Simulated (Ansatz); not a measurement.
# What SrPbSe3 (model cell, started as cubic perovskite with Pb in the octahedra) distorts into, part 2 of 2

Which phase does SrPbSe3 (model cell, started as cubic perovskite with Pb in the octahedra) fall into along its unstable mode, and how much energy does it gain?

Ansatz 0.2.0; DFT PBE, scalar-relativistic, plane waves, PAW; PAW set soft_1.

So far. Step 4 (The mode frozen in, largest atomic shift 0.6 Å): The run ends at a pressure of 1.63 GPa, with forces up to 0.21 eV/Å. Step 5 (Energy along the mode, all amplitudes (two of the runs …): The lowest of the steps tried is the last one, at 0.6 Å, 95.6 meV/atom below the parent; the bottom of the well need not coincide with a step.

The structure was built from a prototype and need not be the compound's stable phase.

### 7. The new phase in its own primitive cell

The relaxed structure is symmetrised, reduced to its primitive cell and relaxed tightly, as its phonons need.

The input, input.yaml:

```yaml
crystal:
  lattice:
    - [5.0303206703, 0.0, 0.0]
    - [0.0, 5.0303206703, 0.0]
    - [0.0, 0.0, 6.768754747]
  atoms:
    - { symbol: Sr, position: [0.0, 0.0, 0.1127691611] }
    - { symbol: Pb, position: [0.5, 0.5, 0.5780191562] }
    - { symbol: Se, position: [0.5, 0.0, 0.3960410233] }
    - { symbol: Se, position: [0.5, 0.5, 0.9703883979] }
    - { symbol: Se, position: [0.0, 0.5, 0.3960410233] }
kpoints:
  mp_grid: { grid: [8, 8, 6] }
hamiltonian:
  xc: pbe
  pseudopotentials: { kind: paw, azcp: { folder: soft_1 } }
scf:
  occupations: { method: methfessel_paxton, width: 0.2 }
output:
  forces: true
  stress: true
  eigenvalues: true
relax:
  adjacent_minimum: "off"
  f_tol: 0.001
  max_steps: 60
  cell: { stress_tol: 0.01 }
```

Started as:

```sh
ansatz run input.yaml --threads 4 --pin off --max-ram 16384MiB --backend cpu --events-out ev --progress --plain --runs-dir out
```

The job ended after 83 s (4 threads of Arm Neoverse V1, shared host; peak memory 0.7 GiB).

Step by step:

```
step  energy less that of the first step (eV)  largest force component (eV/Å)  pressure (GPa)  volume (Å³)
   1                                   0.0000                          0.0151           -0.01       171.28
   2                                  -0.0002                          0.0239            0.01       171.42
   3                                  -0.0002                          0.0110            0.00       171.39
   4                                  -0.0002                          0.0026            0.00       171.38
   5                                  -0.0002                          0.0004            0.00       171.40
  6*                                  -0.0003                          0.0004            0.00       171.40
```

Relaxation steps marked * repeat the geometry before them on a plane-wave basis chosen anew for their cell, so energy and pressure can jump there.

Forces are held to the 8 operations that the run works with; a distortion that breaks them can't arise in this run.

```
conventional cell, symmetrised  before  after  change
                         a (Å)   5.030  5.039  +0.2 %
                         b (Å)   5.030  5.039  +0.2 %
                         c (Å)   6.769  6.751  -0.3 %
              volume (Å³/atom)   34.26  34.28  +0.1 %
```

Final coordinates:

```xyz
5
Lattice="5.0386 0.0000 0.0000 0.0000 5.0386 0.0000 0.0000 0.0000 6.7512" Properties=species:S:1:pos:R:3 pbc="T T T"
Sr    0.0000    0.0000    0.7641
Pb    2.5193    2.5193    3.8967
Se    2.5193    0.0000    2.6766
Se    2.5193    2.5193    6.5485
Se    0.0000    2.5193    2.6766
```

This step gave:

```
pressure        : -0.002220 GPa
volume per atom : 34.28 Å³
```

The largest force component left is 0.44 meV/Å and the pressure is -0.002 GPa, within the tolerances set. The cell now holds 34.28 Å³/atom.

### 8. Modes of the new phase, k-mesh 8×8×6

A relaxed structure may still be a saddle point, so its zone-centre modes are computed. No field response is asked, since the mesh shows no gap.

input.yaml, the sections that differ from step 7:

```yaml
crystal:
  lattice:
    - [5.0386197434, 0.0, 0.0]
    - [0.0, 5.0386197434, 0.0]
    - [0.0, 0.0, 6.7512059145]
  atoms:
    - { symbol: Sr, position: [0.0, 0.0, 0.1131862245] }
    - { symbol: Pb, position: [0.5, 0.5, 0.5771857919] }
    - { symbol: Se, position: [0.5, 0.0, 0.3964571082] }
    - { symbol: Se, position: [0.5, 0.5, 0.969972529] }
    - { symbol: Se, position: [0.0, 0.5, 0.3964571082] }
output:
  eigenvalues: true
phonons:
  method: dfpt
# kpoints, hamiltonian, scf: as in step 7
# relax: removed
```

Wall time 4 min (4 threads); peak memory 2.4 GiB.

Numbers from this step:

```
sum-rule residual before enforcement                    : 1.44e-4 eV/Å²
point group                                             : 4mm
highest optical mode at the zone centre (no LO-TO term) : 180.6 cm⁻¹
lowest optical zone-centre mode                         : -13.3 cm⁻¹
```

Patterns of degenerate modes are one choice out of their space. Modes at Γ, with each element's share of the kinetic energy (negative means imaginary):

```
mode  frequency (cm⁻¹)  symmetry  Sr %  Pb %  Se %
   1             -13.3         E    34     6    60
   2             -13.3         E    34     6    60
   3               0.0  acoustic    16    39    45
   4               0.0  acoustic    16    39    45
   5               0.0  acoustic    16    39    45
   6              38.5         E    10    35    56
   7              38.5         E    10    35    56
   8              85.3        B1     0     0   100
   9              98.6        A1    55    19    26
  10             108.3         E    39     2    58
  11             108.3         E    39     2    58
  12             123.7        A1    28     4    68
  13             161.8         E     0    18    81
  14             161.8         E     0    18    81
  15             180.6        A1     0    38    62
```

Displacements in mode 1 (-13.3 cm⁻¹), the largest set to 1:
```
Sr1 -0.87 -0.19  0.00
Pb2  0.23  0.05  0.00
Se3 -0.68  0.01  0.00
Se4  1.00  0.22  0.00
Se5  0.03 -0.15  0.00
```

Displacements in mode 15 (180.6 cm⁻¹), the largest set to 1:
```
Sr1  0.00  0.00  0.06
Pb2  0.00  0.00 -0.49
Se3  0.00  0.00  0.11
Se4  0.00  0.00  1.00
Se5  0.00  0.00  0.11
```

Before it was imposed, the acoustic sum rule was missed by 1.4e-4 eV/Å². Small misses are needed for a sound result but don't prove that mesh and cutoff are converged. The lowest optical mode is imaginary, 13.3i cm⁻¹, so the energy falls along it.

### 9. Results

* unstable mode of the parent: q = (0, 0, 0), 81i cm⁻¹
* depth at the lowest point sampled: 95.6 meV/atom
* largest atomic shift at that point: 0.6 Å
* space group reached (within 0.01 Å): P4mm
* energy gained over the parent (first relaxation, on the mesh of the frozen mode): 205 meV/atom
* volume per atom, phase reached: 34.3 Å³
* lowest optical zone-centre mode, phase reached: -13.3 cm⁻¹
* highest optical mode at the zone centre (no LO-TO term), phase reached: 181 cm⁻¹

**Reading.** Along this mode the structure falls into P4mm, 205 meV/atom below the parent. At the parent's cell the well is 95.56 meV/atom deep on the steps tried, with its lowest point at a shift of 0.6 Å. That is the last step tried, so the steps alone don't bracket the bottom of the well. Relaxing atoms and cell changes the gain by +109.38 meV/atom against the lowest step (energies at zero smearing). The new phase still has an imaginary mode at the zone centre of its cell, so it is a saddle point on the way to a lower structure. Of the 4 patterns followed to their end from this parent, this one ends 7.09 meV/atom above the lowest, Pmma. Each path keeps the symmetry of its pattern, so a lower phase may lie along a pattern not tried. With no gap, or one that is small against the smearing, the frequencies hang on the k mesh and the smearing, most of all near Kohn anomalies. Spin-orbit coupling is left out, which can matter for the heavy elements here. A phonon run warned that its eigensolver left some bands unconverged in a pass. The starting cell was built on a prototype and not taken from a measurement, so the phase need not exist.

[Logs are printed without paths, hosts, clocks, repeated set-up lines and the standing remarks that a program may print on its own settings, such as how far it seeks lower states.]

[Hosts, paths, dates, database ids (printed as entryN), source tags and the programs' standing remarks are cut or masked in the printed files.]
